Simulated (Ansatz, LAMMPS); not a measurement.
# Liquid mixture of diethyl ether and H2O at 440 K (219 atoms): a single point, part 2 of 2

Aim: energy, forces, charges and density of states of liquid mixture of diethyl ether and H2O at 440 K (219 atoms) at a fixed geometry.

Ansatz 0.2.0; Kohn-Sham DFT, LDA, PAW (set soft_2), plane waves.

The cell: 36 C, 37 O and 146 H. The network of contacts between molecules at the start is that of the classical potential that made the cell. The functional has no dispersion term. The density was typed from a rule of thumb and may lie off the real one at this temperature. Sampling is at Γ alone, for a cell whose shortest periodic width is 14 Å.

So far: The starting structure; Making the structure; Plane-wave single point.

## Step 3: Plane-wave single point (continued)

Valence density in the ac plane at fractional y = 0.045, with atoms of H and O and C within 0.2 Å of it. It is the smooth field of the valence electrons, not physical close to the nuclei.

Values in e/Å³, 13 rows by 16 columns, each cell a mean:
```
1.3 0.6 0.0 0.0 0.0 0.0 0.0 0.0 0.0 0.0 0.0 0.0 0.0 0.0 0.0 0.2
0.3 0.1 0.0 0.0 0.0 0.0 0.1 0.6 0.2 0.0 0.0 0.1 0.6 0.2 0.1 0.1
0.1 0.2 0.1 0.0 0.0 0.0 0.1 0.5 0.2 0.0 0.0 0.2 1.3 1.1 1.2 0.5
0.4 1.3 0.3 0.0 0.0 0.0 0.0 0.0 0.2 0.2 0.0 0.3 0.9 0.5 2.0 0.7
1.2 1.4 0.5 0.0 0.0 0.0 0.0 0.0 0.7 1.0 0.1 0.0 0.0 0.3 3.1 1.6
0.4 0.1 0.1 0.0 0.0 0.0 0.0 0.0 0.1 0.3 0.0 0.0 0.0 0.0 0.1 0.5
0.1 0.0 0.0 0.0 0.0 0.0 0.0 0.0 0.0 0.2 0.1 0.0 0.0 0.0 0.0 0.1
0.1 0.4 0.1 0.0 0.0 0.0 0.0 0.0 0.2 2.8 1.6 0.1 0.0 0.0 0.0 0.0
0.1 0.3 0.1 0.0 0.0 0.0 0.0 0.1 0.2 1.0 0.3 0.0 0.0 0.0 0.0 0.0
0.0 0.1 0.2 0.1 0.3 0.2 0.0 0.2 0.3 1.1 0.3 0.0 0.0 0.0 0.0 0.0
0.0 0.1 0.2 0.5 0.7 0.1 0.0 0.1 0.6 3.4 0.8 0.0 0.0 0.0 0.0 0.0
0.0 0.0 0.0 0.3 0.4 0.0 0.0 0.0 0.3 0.6 0.1 0.0 0.0 0.0 0.3 0.2
0.8 0.6 0.1 0.0 0.0 0.0 0.0 0.0 0.2 0.3 0.0 0.0 0.0 0.0 0.6 0.6
```
Columns run along a (13.9 Å), rows up along c (13.9 Å). Atoms in or near the plane, at fractional coordinates: H at (0.90, 0.06), H at (0.03, 0.91), H at (0.25, 0.13), H at (0.10, 0.38), O at (0.59, 0.20), C at (0.89, 0.77), O at (0.90, 0.67), C at (0.08, 0.67), H at (0.74, 0.72), H at (0.09, 0.75), H at (0.59, 0.60), H at (0.58, 0.34).

Mean Löwdin charges: C -0.28, H +0.27, O -0.62 e (they miss 1.2 % of the electrons, so they add up to more than the cell's charge). The largest share in the top eV of filled states is O p (77 % of the projected weight), and in the lowest eV of empty states H s (67 % of the projected weight).

## Step 4: Distances and neighbours

Bonds and neighbours are counted at the geometry of the runs.

Density 0.72 g/cm³, 12.34 Å³ an atom.

Pair distribution functions g(r), in bins of 0.2 Å:

```tsv
r (Å)	total	H-H	H-O	H-C	O-O	O-C	C-C
0.90	1.42	0.00	6.30	0.00	0.00	0.00	0.00
1.10	4.48	0.00	4.92	15.40	0.00	0.00	0.00
1.30	0.14	0.00	0.00	0.00	0.00	2.56	0.00
1.50	0.62	0.00	0.08	0.00	0.00	4.61	12.98
1.70	1.21	2.50	0.47	0.00	0.00	0.00	0.00
1.90	0.79	1.22	0.88	0.21	0.00	0.00	0.00
2.10	1.22	0.35	1.83	2.96	0.00	0.00	0.00
2.30	1.06	1.28	0.49	1.08	0.00	1.49	2.43
2.50	1.06	1.41	1.04	0.55	0.25	1.07	0.28
2.70	0.73	0.66	0.96	0.72	2.33	0.00	0.00
2.90	0.90	0.98	1.02	0.64	2.65	0.00	0.79
3.10	0.90	0.95	0.99	0.73	2.16	0.33	0.53
3.30	0.81	0.85	0.99	0.58	1.44	0.66	0.15
3.50	0.94	0.97	1.12	0.75	1.02	0.65	0.93
3.70	0.93	0.97	0.87	0.98	0.69	0.65	1.10
3.90	0.95	0.84	0.91	1.15	0.84	1.38	0.77
4.10	0.88	0.91	0.72	1.02	0.76	0.63	1.29
4.30	0.99	0.98	1.18	0.82	0.59	0.87	1.54
4.50	0.98	1.04	0.85	1.06	0.63	0.59	1.48
4.70	1.09	1.13	0.93	1.25	1.34	0.69	1.27
4.90	1.04	1.08	1.01	1.00	1.37	0.64	1.24
5.10	0.95	0.92	1.05	0.93	1.15	0.93	0.52
5.30	1.04	1.01	0.97	1.08	1.30	1.01	1.36
5.50	1.01	1.01	0.96	1.01	1.40	0.99	0.99
5.70	1.06	1.10	1.03	0.93	1.11	1.34	1.33
5.90	1.00	0.99	1.18	0.88	0.81	0.95	0.81
6.10	0.96	0.93	0.94	1.01	0.93	1.23	0.76
6.30	1.00	0.97	1.08	1.03	1.06	0.88	0.83
```

Bonds by pair of elements; cutoffs follow the first minimum of g(r), held within bounds set by covalent radii, and pairs that aren't listed don't count as bonded:

```tsv
pair A-B	cutoff (Å)	bonds	mean length (Å)	spread (Å)	shortest (Å)	B about A	A about B
H-O	1.21	56	1	0	1	0.384	1.51
H-C	1.34	90	1.10	0.035	1.02	0.616	2.5
O-C	1.73	18	1.42	0.032	1.38	0.486	0.5
C-C	1.85	18	1.51	0.041	1.44	1	1
```

How many atoms have how many bonded neighbours:

```tsv
element	mean	1	2	4
C	4	0	0	36
H	1	146	0	0
O	2	0	37	0
```

Bond angles, per cent of each kind in bins of 5°:

```tsv
angle (°)	C-C-H	H-C-H	H-C-O	H-O-H	C-C-O
90–95	0.0	0.0	2.8	0.0	0.0
95–100	2.2	6.9	0.0	0.0	0.0
100–105	15.6	18.1	11.1	0.0	22.2
105–110	35.6	29.2	33.3	100.0	38.9
110–115	35.6	33.3	41.7	0.0	33.3
115–120	11.1	12.5	8.3	0.0	5.6
120–125	0.0	0.0	2.8	0.0	0.0
```

Bond angles (no mean is given where the spread exceeds 20°):

```tsv
angle	count	mean (°)	spread (°)
C-C-H	90	109	4.6
H-C-H	72	109	5.1
H-C-O	36	110	5.3
H-O-H	28	110	0
C-C-O	18	109	4.1
```

Hydrogen bonds between water molecules (O–O under 3.5 Å, H–O···O angle under 30°):

```tsv
hydrogen bonds to other water	molecules
0	1
1	5
2	12
3	7
4	3
```

By these cutoffs all C atoms have 4, all H atoms have 1 and all O atoms have 2 bonded neighbours. The C-C-H angle averages 109° with a spread of 5°. The 28 water molecules hold 2.21 hydrogen bonds each to other water on average, with a mean O–O distance of 2.94 Å.

Local excerpt of 8 atoms (numbers count through the whole input) about C109, which bears the longest force; x, y, z are measured from there.

```tsv
atom	x	y	z	distance (Å)	bonds	Löwdin charge (e)	Fx	Fy	Fz (eV/Å)
C109	0.00	0.00	0.00	0.00	4	-0.08	4.18	-2.05	1.24
H117	-0.75	0.56	-0.46	1.04	1	0.18	-2.34	0.32	-1.15
H116	0.84	-0.16	-0.71	1.12	1	0.18	0.19	1.60	0.02
O108	-0.13	-1.43	0.24	1.46	2	-0.34	-1.91	0.83	0.24
C110	0.35	0.67	1.32	1.52	4	-0.49	-0.55	0.22	-1.89
H119	1.08	0.03	1.79	2.09	1	0.22	0.40	-0.38	0.92
H118	-0.61	0.79	1.84	2.09	1	0.20	0.35	-0.03	0.53
H120	0.81	1.66	1.12	2.16	1	0.21	-0.16	-0.17	0.11
```

The column of bonds counts only the pairs H-O within 1.21 Å, H-C within 1.34 Å, O-C within 1.73 Å, C-C within 1.85 Å; other neighbours, such as metal atoms beside each other in a compound, aren't counted, and periodic images can show an atom twice.

## Step 5: Outcome

```json
{"free energy per atom": "-144.1727 eV/atom", "pressure": "-1.132 GPa", "r.m.s. force component": "0.846 eV/Å", "gap (highest filled to lowest empty level)": "3.394 eV", "wall time of the 1 DFT run": "54 s"}
```

What this shows: Between filled and empty levels lie 3.39 eV (at Γ alone); a local or semilocal functional tends to put such gaps too low. In a disordered cell it changes from sample to sample and from frame to frame. Counting bonds as in the table, all C atoms have 4, all H atoms have 1 and all O atoms have 2 bonded neighbours. The 28 water molecules hold 2.21 hydrogen bonds each to other water on average, with a mean O–O distance of 2.94 Å.

Caveats: The force components of 0.85 eV/Å r.m.s. come partly from thermal motion and partly from the difference between the classical potential and DFT, above all in bond lengths inside molecules. The pressure of a single frame lacks the kinetic term.

[Logs are printed without paths, hosts, clocks, repeated set-up lines and the standing remarks that a program may print on its own settings, such as how far it seeks lower states.]

[Hosts, paths, dates, database ids (printed as entryN), source tags and the programs' standing remarks are cut or masked in the printed files.]
